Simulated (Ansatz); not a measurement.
# Bi3Ir: relaxing a made-up structure, part 2 of 2

This structure for Bi3Ir is made up. Its elements were placed in a known structure type with a cell scaled to their sizes. What cell does the guess relax to, and how far off was it?

Ansatz 0.2.0; DFT, r2SCAN, plane-wave PAW, files of the set soft_1, scalar-relativistic, no spin, cell and ions relaxed at zero pressure; PAW set soft_1 (the session's first sound run).

So far: Starting point; Relaxation of the guess. The relaxed cell has a = 4.797, c = 8.683 Å (conventional setting).

### Step 3. Bands of the relaxed cell

A second self-consistent run takes a narrower smearing and the mesh shown in its input; the bands follow along the standard path of the relaxed lattice.

This step: DFT, r2SCAN, plane-wave PAW, files of the set soft_1, scalar-relativistic, no spin, bands and density of states at the relaxed cell; PAW set soft_1 (Ansatz 0.2.0).

Input file input.yaml:

```yaml
crystal:
  lattice:
    - [-2.398667359, 2.398667359, 4.3416835681]
    - [2.398667359, -2.398667359, 4.3416835681]
    - [2.398667359, 2.398667359, -4.3416835681]
  atoms:
    - { symbol: Bi, position: [0.75, 0.25, 0.5] }
    - { symbol: Bi, position: [0.25, 0.75, 0.5] }
    - { symbol: Bi, position: [0.5, 0.5, 0.0] }
    - { symbol: Ir, position: [0.0, 0.0, 0.0] }
kpoints:
  mp_grid: { grid: [10, 10, 10] }
  band_path:
    path:
      - [[0.0, 0.0, 0.0], [0.5, -0.5, 0.0], [0.5, -0.5, 0.15261377], [0.32630688, -0.32630688, 0.32630688], [0.0, 0.0, 0.0], [0.5, 0.5, -0.5], [0.67369312, 0.32630688, -0.32630688], [0.5, 0.0, 0.0], [0.75, -0.25, -0.25], [0.84738623, 0.15261377, -0.5], [0.5, 0.5, -0.5]]
      - [[0.5, -0.5, 0.0], [0.75, -0.25, -0.25]]
    npoints: 7
scf:
  occupations: { method: fermi_dirac, width: 0.03 }
  n_extra_bands: 8
hamiltonian:
  xc: r2scan
  pseudopotentials: { kind: paw, azcp: { folder: soft_1 } }
output:
  forces: true
  stress: true
  write_bands: true
  dos: { projected: true }
  write_density: true
  write_potential: true
  elf: true
  volumetric_format: npy
```

The run is started by

```bash
$ ansatz run input.yaml --threads 4 --pin off --max-ram 8192MiB --backend cpu --events-out ev --progress --plain --runs-dir out
```

Numbers of over 12 decimals in the logs are rounded to 6 here.

The log of the run:

```text
[...]
Crystal: 4 atoms, lattice volume = 99.921 Å³
Basis set: ecut = 500 eV, 2511 PW (Γ), exchange–correlation on 180×180×180 points (64 copies of the dense FFT grid, shifted against one another)
Bands: 39, of which v1, the nominal top of the filled ones, is band 31 counted from 1 (30 counted from 0)
Symmetry: 16 space group operations
[...]
k-points: 102 of 1000
[...]
SCF iter   1: F=—  HF=-49188.272451 eV  |F-HF|=—  |Δ(HF+E_count)|=         —  Δρ=4.43e-2  dr2=5.64e0  dr2_τ=3.15e-1  ethr=3.10e-3  ⟨swp⟩=7.4  Hψ=17071  notcnv=0
[...]
SCF iter   9: F=-49187.521131 eV  HF=-49187.521131 eV  |F-HF|=2.46e-9  |Δ(HF+E_count)|=   2.28e-8  Δρ=1.98e-6  dr2=5.34e-9  dr2_τ=4.47e-10  ethr=1.61e-10  ⟨swp⟩=13.9  Hψ=27443  notcnv=0
SCF 1 converged in 9 iterations: F = -49187.521131 eV  dr2 = 5.34e-9
[...]
NSCF: frozen V_eff on 79 k-points
SCF converged after 9 iterations
Free energy (F): -49187.521131 eV
[...]
Internal energy: -49187.515475 eV  (E = F + TS)
E sigma→0 (E₀):  -49187.518303 eV
Entropy (-TS):   -0.005656 eV (-1.414 meV/atom)
Fermi energy:    14.813625 eV
[...]
--- Stress (GPa, compression-positive) ---
        0.017567      -0.000000       0.000000
       -0.000000       0.017567      -0.000000
        0.000000      -0.000000       0.190725
  P = ⅓ Tr σ = 0.0753 GPa (0.753 kbar)
--- Band table (eV; the first three rows and the last of 102) ---
  k-point 0: bands = [... 27 lower, 12.9018, 13.0205, 13.0985, 14.8496, 15.0580, 15.0580, 15.2381, 16.6364, ... 4 higher]
  k-point 1: bands = [... 27 lower, 13.0788, 13.1944, 13.8765, 14.0929, 14.6942, 15.1417, 16.0102, 16.4906, ... 4 higher]
  k-point 2: bands = [... 27 lower, 12.7448, 13.1362, 13.4673, 13.5016, 15.1368, 15.4824, 16.0699, 17.5527, ... 4 higher]
  k-point 101: bands = [... 27 lower, 13.0509, 13.2819, 13.4478, 15.7555, 15.9698, 16.9388, 16.9388, 17.8136, ... 4 higher]
```

The job ended after 14 s (4 threads of Arm Neoverse V2, shared host; peak memory 1 GiB).

The column dr2 measures how far the density is from self-consistency, as an energy; F and HF (Harris–Foulkes) agree once it is small.

Numbers from this step:

```yaml
free_energy: -49187.5211 eV
energy_at_zero_smearing: -49187.5183 eV
smearing_term_ts: 0.005656 eV
fermi_energy: 14.81 eV
pressure: 0.07529 GPa
```

From bands.tsv, the bands that come nearest the Fermi level along the path, at its corners, in eV from the Fermi level:

| point | band 28 | band 29 | band 30 | band 31 | band 32 | band 33 | band 34 | band 35 |
| --- | --- | --- | --- | --- | --- | --- | --- | --- |
| Γ | -1.91 | -1.79 | -1.72 | 0.04 | 0.24 | 0.24 | 0.42 | 1.82 |
| X | -1.68 | -1.30 | -1.02 | -0.46 | 1.20 | 1.79 | 1.82 | 4.08 |
| Y | -1.49 | -1.24 | -1.18 | -0.89 | 1.52 | 1.56 | 1.70 | 2.78 |
| S | -1.94 | -1.66 | -1.49 | 0.27 | 1.16 | 1.29 | 1.90 | 2.51 |
| Γ | -1.91 | -1.79 | -1.72 | 0.04 | 0.24 | 0.24 | 0.42 | 1.82 |
| Z | -1.76 | -1.53 | -1.37 | 0.94 | 1.16 | 2.13 | 2.13 | 3.00 |
| S1 | -1.94 | -1.66 | -1.49 | 0.27 | 1.16 | 1.29 | 1.90 | 2.51 |
| N | -1.89 | -1.70 | -1.29 | -0.82 | 0.20 | 0.25 | 2.54 | 3.30 |
| P | -1.69 | -1.30 | -1.20 | -0.95 | -0.95 | 3.91 | 4.01 | 4.01 |
| Y1 | -1.49 | -1.24 | -1.18 | -0.89 | 1.52 | 1.56 | 1.70 | 2.78 |
| Z | -1.76 | -1.53 | -1.37 | 0.94 | 1.16 | 2.13 | 2.13 | 3.00 |
| X | -1.68 | -1.30 | -1.02 | -0.46 | 1.20 | 1.79 | 1.82 | 4.08 |
| P | -1.69 | -1.30 | -1.20 | -0.95 | -0.95 | 3.91 | 4.01 | 4.01 |

States per cell as run, both spins, in windows of 1 eV, from dos.tsv (zero at the Fermi level): Near the top, bands beyond those computed are missing, so counts there can be too low.

| from | to | total |
| --- | --- | --- |
| -8 | -7 | 0.00 |
| -7 | -6 | 0.36 |
| -6 | -5 | 1.67 |
| -5 | -4 | 2.21 |
| -4 | -3 | 2.41 |
| -3 | -2 | 3.24 |
| -2 | -1 | 5.83 |
| -1 | 0 | 2.31 |
| 0 | 1 | 2.45 |
| 1 | 2 | 2.29 |
| 2 | 3 | 2.76 |
| 3 | 4 | 2.82 |
| 4 | 5 | 1.53 |

A further 44.0 states lie below the table's range.

ELF in the ab plane of the cell as run, not the conventional one, at fractional z = 0.000, with atoms of Bi and Ir within 0.2 Å of it. It is the smooth field of the valence electrons, not physical close to the nuclei.

Values, 14 rows by 15 columns, each cell a mean:
```
0.51 0.57 0.47 0.29 0.26 0.24 0.20 0.18 0.18 0.19 0.23 0.27 0.32 0.52 0.58
0.54 0.52 0.40 0.28 0.26 0.24 0.21 0.18 0.16 0.15 0.16 0.21 0.28 0.37 0.50
0.31 0.31 0.29 0.28 0.27 0.26 0.26 0.26 0.21 0.15 0.11 0.13 0.20 0.27 0.30
0.27 0.26 0.27 0.27 0.29 0.33 0.37 0.40 0.40 0.32 0.18 0.10 0.13 0.20 0.26
0.25 0.24 0.24 0.27 0.34 0.39 0.41 0.40 0.43 0.45 0.37 0.19 0.12 0.15 0.21
0.20 0.21 0.22 0.30 0.38 0.40 0.26 0.18 0.27 0.41 0.44 0.31 0.17 0.15 0.18
0.18 0.18 0.20 0.30 0.41 0.38 0.17 0.18 0.14 0.30 0.43 0.37 0.22 0.17 0.18
0.19 0.17 0.16 0.26 0.41 0.42 0.26 0.14 0.14 0.29 0.41 0.36 0.25 0.19 0.19
0.21 0.17 0.14 0.17 0.34 0.45 0.42 0.33 0.32 0.39 0.39 0.33 0.25 0.22 0.23
0.26 0.21 0.14 0.11 0.18 0.35 0.43 0.43 0.42 0.39 0.34 0.29 0.26 0.25 0.26
0.27 0.27 0.21 0.13 0.10 0.16 0.26 0.33 0.34 0.31 0.28 0.27 0.28 0.27 0.27
0.41 0.34 0.28 0.21 0.14 0.13 0.15 0.19 0.21 0.23 0.25 0.27 0.30 0.38 0.43
0.58 0.55 0.37 0.27 0.22 0.18 0.16 0.17 0.19 0.22 0.25 0.26 0.34 0.53 0.57
0.45 0.57 0.45 0.29 0.27 0.23 0.19 0.18 0.19 0.22 0.26 0.27 0.35 0.55 0.50
```
Columns run along a (5.5 Å), rows up along b (5.5 Å). Atoms in or near the plane, at fractional coordinates: Bi at (0.50, 0.50), Ir at (0.00, 0.00).

Electrostatic potential energy in the ab plane of the cell as run, not the conventional one, at fractional z = 0.000, with atoms of Bi and Ir within 0.2 Å of it. With pseudopotentials it is smooth inside the atoms' cores, unlike the true potential.

Ten even steps from '0' (-47 eV) to '9' (18 eV), each cell a mean:
```
004899999999840
236999999999984
889999999999999
999999889999999
999987546899999
999984112589999
999984100269999
999985200268999
999998532479999
999999877789999
999999999999999
689999999999875
037999999999720
005999999999710
```
Columns run along a (5.5 Å; values clipped at the 3rd and 97th percentile), rows up along b (5.5 Å). Atoms in or near the plane, at fractional coordinates: Bi at (0.50, 0.50), Ir at (0.00, 0.00).

Valence density in the ab plane of the cell as run, not the conventional one, at fractional z = 0.000, with atoms of Bi and Ir within 0.2 Å of it. It is the smooth field of the valence electrons, not physical close to the nuclei.

Values in e/Å³, 14 rows by 15 columns, each cell a mean:
```
8.6 6.4 2.2 0.5 0.2 0.1 0.1 0.1 0.1 0.1 0.1 0.2 0.6 2.6 6.8
3.7 2.9 1.2 0.4 0.2 0.1 0.1 0.1 0.1 0.1 0.1 0.1 0.2 0.7 2.2
0.6 0.6 0.4 0.2 0.2 0.1 0.1 0.1 0.1 0.1 0.1 0.1 0.1 0.2 0.4
0.2 0.2 0.2 0.2 0.2 0.2 0.3 0.3 0.2 0.2 0.1 0.1 0.1 0.1 0.2
0.1 0.1 0.1 0.2 0.3 0.6 1.2 1.4 0.8 0.4 0.2 0.1 0.1 0.1 0.1
0.1 0.1 0.1 0.2 0.4 1.4 3.7 4.9 3.5 1.3 0.4 0.2 0.1 0.1 0.1
0.1 0.1 0.1 0.2 0.4 1.8 5.1 8.0 6.6 3.0 0.8 0.2 0.1 0.1 0.1
0.1 0.1 0.1 0.1 0.3 1.0 3.5 6.4 6.2 3.2 0.9 0.3 0.1 0.1 0.1
0.1 0.1 0.1 0.1 0.2 0.4 1.1 2.5 2.8 1.6 0.6 0.2 0.1 0.1 0.1
0.1 0.1 0.1 0.1 0.1 0.2 0.3 0.5 0.6 0.5 0.3 0.2 0.1 0.1 0.2
0.3 0.2 0.1 0.1 0.1 0.1 0.1 0.2 0.2 0.2 0.2 0.2 0.2 0.3 0.3
1.3 0.6 0.3 0.1 0.1 0.1 0.1 0.1 0.1 0.1 0.1 0.2 0.4 1.0 1.6
5.9 2.9 0.8 0.2 0.1 0.1 0.1 0.1 0.1 0.1 0.1 0.3 0.8 3.1 6.1
9.4 6.3 1.9 0.4 0.2 0.1 0.1 0.1 0.1 0.1 0.1 0.3 0.9 4.2 8.6
```
Columns run along a (5.5 Å), rows up along b (5.5 Å). Atoms in or near the plane, at fractional coordinates: Bi at (0.50, 0.50), Ir at (0.00, 0.00).

### Step 4. Results

```
space group, relaxed : I4/mmm
conventional cell    : a = 4.797, b = 4.797, c = 8.683 Å; α = 90.0°, β = 90.0°, γ = 90.0°
volume per atom      : 24.98 Å³ (guess 28.80)
```

**Reading.** Bi3Ir relaxes to I4/mmm with a = 4.797, b = 4.797 and c = 8.683 Å. The guessed volume was 15 % too large. The space group I4/mmm was held in the relaxation, so the end point is a stationary structure within it and may be a saddle against distortions or other arrangements. Bands cross the Fermi level, so it is a metal or semimetal at this level. On the 10×10×10 mesh with the narrower smearing (relaxed on 8×8×8) the forces vanish, as symmetry may demand, and the largest stress component is 0.191 GPa, against the relaxation's thresholds of 0.015 eV/Å and 0.05 GPa. The cutoff wasn't tested. A vector of the cell changed its length by 13 %, more than the volume shows. Spin-orbit coupling is left out, which can matter for elements this heavy. No dispersion term is used, so weakly bound directions may come out too long. The runs have no spin, and magnetism wasn't tested. Nothing here tests whether the compound is stable against decomposition.

[Logs are printed without paths, hosts, clocks, repeated set-up lines and the standing remarks that a program may print on its own settings, such as how far it seeks lower states.]

[Hosts, paths, dates, database ids (printed as entryN), source tags and the programs' standing remarks are cut or masked in the printed files.]
